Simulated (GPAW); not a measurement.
## How GaN absorbs and reflects light

Aim: the dielectric function of GaN, and the optical constants that follow from it.

Method: DFT, PBE, plane-wave PAW (GPAW data sets), scalar-relativistic, RPA, optical limit, in GPAW 26.7.0.

## Step 1: Set-up

The structure is cubic, space group F-43m (No. 216). The conventional cell has a = 4.507 Å, b = 4.507 Å, c = 4.507 Å, α = 90.00°, β = 90.00°, γ = 90.00°. Nearest to Ga lie 4 N at 1.95 Å. Nearest to N lie 4 Ga at 1.95 Å. Farther neighbours and most contacts between anions are not listed.

Coordinates:

```
Ga N
1.0
     0.00000    2.25350    2.25350
     2.25350    0.00000    2.25350
     2.25350    2.25350    0.00000
Ga N
1 1
Direct
  0.00000 0.00000 0.00000
  0.25000 0.25000 0.25000
```

## Step 2: Dielectric function, RPA

Transitions between filled and empty bands, summed over the zone, give the optical response, so mesh, band count and broadening shape it.

The induced potential is part of this response.

df.py

```python
from gpaw.response.df import DielectricFunction

df = DielectricFunction('full.gpw', frequencies={'type': 'nonlinear', 'domega0': 0.03, 'omega2': 8},
                        ecut=50,
                        eta=0.15,
                        nbands=18,
                        txt='df.txt')
for direction in ['x']:
    df.get_dielectric_function(xc='RPA', direction=direction, filename=f'df_{direction}.csv')
```

Started as:

```bash
$ OMP_NUM_THREADS=1 python df.py
```

Numbers of over 12 decimals in the logs are rounded to 6 here.

Log:

```text
Using integrator: PointIntegrator
NonLinearFrequencyDescriptor(from 0.000 to 49.084 eV, 463 points)
Nonperiodic BCs:  [False False False]
Using integrator: PointIntegrator
NonLinearFrequencyDescriptor(from 0.000 to 49.084 eV, 463 points)
Nonperiodic BCs:  [False False False]

Calculating chi0 body with:
    Ground state adapter containing:
    Number of spins: 1
    Number of kpoints: 2197
    Number of irreducible kpoints: 84
    Number of completely occupied states: 4
    Number of partially occupied states: 4

    Linear response parametrization:
    q_c: [0.0, 0.0, 0.0]
    Number of frequency points: 463
    Planewave cutoff: 50.0
    Number of bands: 18
    Number of planewaves: 15
    Broadening (eta): 0.15

Integrating chi0 body.

Symmetries of q_c:
    Direct symmetries (Uq -> q): 24
    Indirect symmetries (TUq -> q): 24
In total 48 allowed symmetries.

84 groups of equivalent kpoints. 96.176604% reduction.

Integral kind: spectral function

Calculating chi0 optical extensions with:
    Ground state adapter containing:
    Number of spins: 1
    Number of kpoints: 2197
    Number of irreducible kpoints: 84
    Number of completely occupied states: 4
    Number of partially occupied states: 4

    Linear response parametrization:
    Number of frequency points: 463
    Planewave cutoff: 50.0
    Number of bands: 18
    Number of planewaves: 15
    Broadening (eta): 0.15
Integrating chi0 head and wings.

Symmetries of q_c:
    Direct symmetries (Uq -> q): 24
    Indirect symmetries (TUq -> q): 24
In total 48 allowed symmetries.

84 groups of equivalent kpoints. 96.176604% reduction.

Integral kind: spectral function wings
```

Elapsed: 4.3 s, on 1 thread of Intel Xeon at 2.60GHz (Ice Lake), shared host; peak memory 0.2 GiB.

This step gave:

| Item | Value |
| --- | --- |
| electronic dielectric constant ε∞, mean over x, y and z (by symmetry where fewer were run) | 5.821 |
| main peak of Im epsilon, first axis | 7.172 eV |

Values under the direct gap are tails of Lorentzian lines. Table of Im ε, E ∥ x by photon energy; read off at these points:

photon energy (eV), Im ε, E ∥ x and a bar:
```
    0.000       0.00 
    0.250       0.02 
    0.500       0.03 
    0.750       0.05 
    1.000       0.09 
    1.250       0.15 #
    1.500       0.37 #
    1.750       0.86 ###
    2.000       0.51 ##
    2.250       1.13 ####
    2.500       1.70 ######
    2.750       1.46 ######
    3.000       1.54 ######
    3.250       1.50 ######
    3.500       2.54 ##########
    3.750       2.16 ########
    4.000       1.93 #######
    4.250       1.88 #######
    4.500       3.05 ############
    4.750       2.82 ###########
    5.000       2.81 ###########
    5.250       3.83 ###############
    5.500       4.60 ##################
    5.750       4.02 ###############
    6.000       6.82 ##########################
    6.125       7.28 ############################
    6.250       6.52 #########################
    6.500       6.58 #########################
    6.750       7.57 #############################
    7.000       7.53 #############################
    7.153       7.88 ##############################
    7.250       7.62 #############################
    7.500       6.14 #######################
    7.750       6.69 #########################
    8.000       5.91 ######################
    8.250       3.84 ###############
    8.500       2.79 ###########
    8.750       3.76 ##############
    9.000       4.80 ##################
    9.250       5.40 #####################
    9.500       5.44 #####################
    9.617       5.56 #####################
    9.750       5.48 #####################
   10.000       5.05 ###################
   10.250       4.28 ################
   10.500       3.91 ###############
   10.750       3.60 ##############
   11.000       4.15 ################
   11.250       4.38 #################
   11.500       5.02 ###################
   11.750       5.14 ####################
   11.866       5.25 ####################
   12.000       5.22 ####################
   12.250       4.97 ###################
   12.500       3.96 ###############
   12.750       3.25 ############
   13.000       3.32 #############
   13.250       2.98 ###########
   13.500       2.54 ##########
   13.750       2.01 ########
```

Table of Re ε, E ∥ x by photon energy:

| photon energy (eV) | Re ε, E ∥ x |
| --- | --- |
| 0.0 | 5.82 |
| 0.5 | 5.87 |
| 1.0 | 6.06 |
| 1.5 | 6.52 |
| 2.0 | 6.48 |
| 2.5 | 6.03 |
| 3.0 | 6.44 |
| 3.5 | 6.61 |
| 4.0 | 6.05 |
| 4.5 | 6.64 |
| 5.0 | 6.75 |
| 5.5 | 6.66 |
| 6.0 | 7.25 |
| 6.5 | 5.45 |
| 7.0 | 3.42 |
| 7.5 | 1.70 |
| 8.0 | -0.146 |
| 8.5 | 1.34 |
| 9.0 | 2.61 |
| 9.5 | 1.50 |
| 10.0 | -0.0976 |
| 10.5 | 0.122 |
| 11.0 | 0.868 |
| 11.5 | 0.506 |
| 12.0 | -0.692 |
| 12.5 | -2.18 |
| 13.0 | -1.77 |
| 13.5 | -2.10 |

Refractive index n and extinction k against photon energy:

| photon energy (eV) | n | k |
| --- | --- | --- |
| 0.0 | 2.41 | 0 |
| 0.5 | 2.42 | 0.00676 |
| 1.0 | 2.46 | 0.0177 |
| 1.5 | 2.55 | 0.0730 |
| 2.0 | 2.55 | 0.0997 |
| 2.5 | 2.48 | 0.342 |
| 3.0 | 2.55 | 0.302 |
| 3.5 | 2.62 | 0.486 |
| 4.0 | 2.49 | 0.386 |
| 4.5 | 2.64 | 0.577 |
| 5.0 | 2.65 | 0.529 |
| 5.5 | 2.72 | 0.847 |
| 6.0 | 2.93 | 1.16 |
| 6.5 | 2.65 | 1.24 |
| 7.0 | 2.42 | 1.56 |
| 7.5 | 2.01 | 1.53 |
| 8.0 | 1.70 | 1.74 |
| 8.5 | 1.49 | 0.937 |
| 9.0 | 2.01 | 1.20 |
| 9.5 | 1.89 | 1.44 |
| 10.0 | 1.57 | 1.60 |
| 10.5 | 1.42 | 1.38 |
| 11.0 | 1.60 | 1.30 |
| 11.5 | 1.67 | 1.51 |
| 12.0 | 1.51 | 1.73 |
| 12.5 | 1.08 | 1.83 |
| 13.0 | 0.999 | 1.66 |
| 13.5 | 0.773 | 1.64 |

The reflectivity at normal incidence, E ∥ x by photon energy; read off at these points:

photon energy (eV), reflectivity at normal incidence, E ∥ x (%) and a bar from the least value:
```
     0.00       17.1 #
     0.50       17.3 #
     1.00       17.8 ##
     1.50       19.2 ###
     2.00       19.1 ###
     2.50       18.9 ###
     3.00       19.7 ####
     3.50       21.4 #####
     4.00       19.2 ###
     4.50       22.3 ######
     5.00       22.1 ######
     5.50       25.2 #########
     6.00       30.3 #############
     6.50       28.7 ############
     7.00       31.4 ##############
     7.27       33.6 ################
     7.50       29.4 #############
     8.00       34.1 #################
     8.50       15.9 
     9.00       23.3 #######
     9.50       27.5 ###########
    10.00       31.6 ###############
    10.50       26.7 ##########
    11.00       24.2 ########
    11.50       28.9 ############
    12.00       34.9 ##################
    12.50       43.7 ##########################
    13.00       40.9 #######################
    13.50       47.1 #############################
    13.60       48.2 ##############################
```

The loss function −Im 1/ε at q → 0, E ∥ x has structure finer than the step of the table below, so its rows give means over 0.5 eV, whole bins alone (the curve runs from 0 to 14.0 eV). Peaks (eV: height): 8.45: 0.316, 10.66: 0.280.

Values under the direct gap are tails of Lorentzian lines. Loss function −Im 1/ε at q → 0, E ∥ x against energy loss; means over each step:

| energy loss (eV) | loss function −Im 1/ε at q → 0, E ∥ x |
| --- | --- |
| 0.5 | 9.7e-4 |
| 1.0 | 0.00248 |
| 1.5 | 0.0109 |
| 2.0 | 0.0153 |
| 2.5 | 0.0373 |
| 3.0 | 0.0341 |
| 3.5 | 0.0495 |
| 4.0 | 0.0445 |
| 4.5 | 0.0518 |
| 5.0 | 0.0535 |
| 5.5 | 0.0648 |
| 6.0 | 0.0713 |
| 6.5 | 0.0928 |
| 7.0 | 0.110 |
| 7.5 | 0.144 |
| 8.0 | 0.184 |
| 8.5 | 0.254 |
| 9.0 | 0.162 |
| 9.5 | 0.171 |
| 10.0 | 0.202 |
| 10.5 | 0.257 |
| 11.0 | 0.234 |
| 11.5 | 0.201 |
| 12.0 | 0.189 |
| 12.5 | 0.202 |
| 13.0 | 0.242 |
| 13.5 | 0.246 |

Optical constants at common wavelengths, from n + ik = √ε:

| wavelength (nm) | n | k | R (%) | 1/α |
| --- | --- | --- | --- | --- |
| 1550 | 2.44 | 0.012 | 17.5 | 10 µm |
| 1064 | 2.48 | 0.025 | 18.1 | 3.4 µm |
| 633 | 2.53 | 0.100 | 18.8 | 502 nm |
| 532 | 2.68 | 0.317 | 21.4 | 134 nm |
| 405 | 2.54 | 0.315 | 19.5 | 102 nm |
| 248 | 2.65 | 0.529 | 22.1 | 37 nm |
| 193 | 2.61 | 1.217 | 28.1 | 13 nm |

Below the direct gap, k and the depth come from the tails of the Lorentzian lines, not from transitions.

Rows near the edge hang on the gap, which this functional as a rule makes too small, and phonon-assisted absorption is left out.

## Step 3: Summary of results

* electronic dielectric constant ε∞, mean over x, y and z (by symmetry where fewer were run) (RPA): 5.82
* main peak of Im epsilon, first axis: 7.17 eV

What this shows: At this level (PBE, RPA) GaN has ε∞ = 5.82 and n = 2.44 at 1550 nm, and Im ε peaks at 7.2 eV. Local fields change the static value along x from 6.02 to 5.82 (-3 %). Distinct maxima of Im ε, read by a parabola through the highest points, lie at 6.10 eV (7.3), 7.17 eV (7.9), 7.76 eV (6.7) and 9.62 eV (5.6). Excitons and phonon-assisted transitions are missing; PBE gaps are as a rule too small, which pulls the onset down and ε∞ up. The sum runs over mesh points, so small or evenly spaced maxima can still be ripples of the mesh.

[Machine, clock and banner lines and Python warnings are left out of the logs.]

[Logs are printed without paths, hosts, clocks, repeated set-up lines and the standing remarks that a program may print on its own settings, such as how far it seeks lower states.]

[Hosts, paths, dates, database ids (printed as entryN), source tags and the programs' standing remarks are cut or masked in the printed files.]
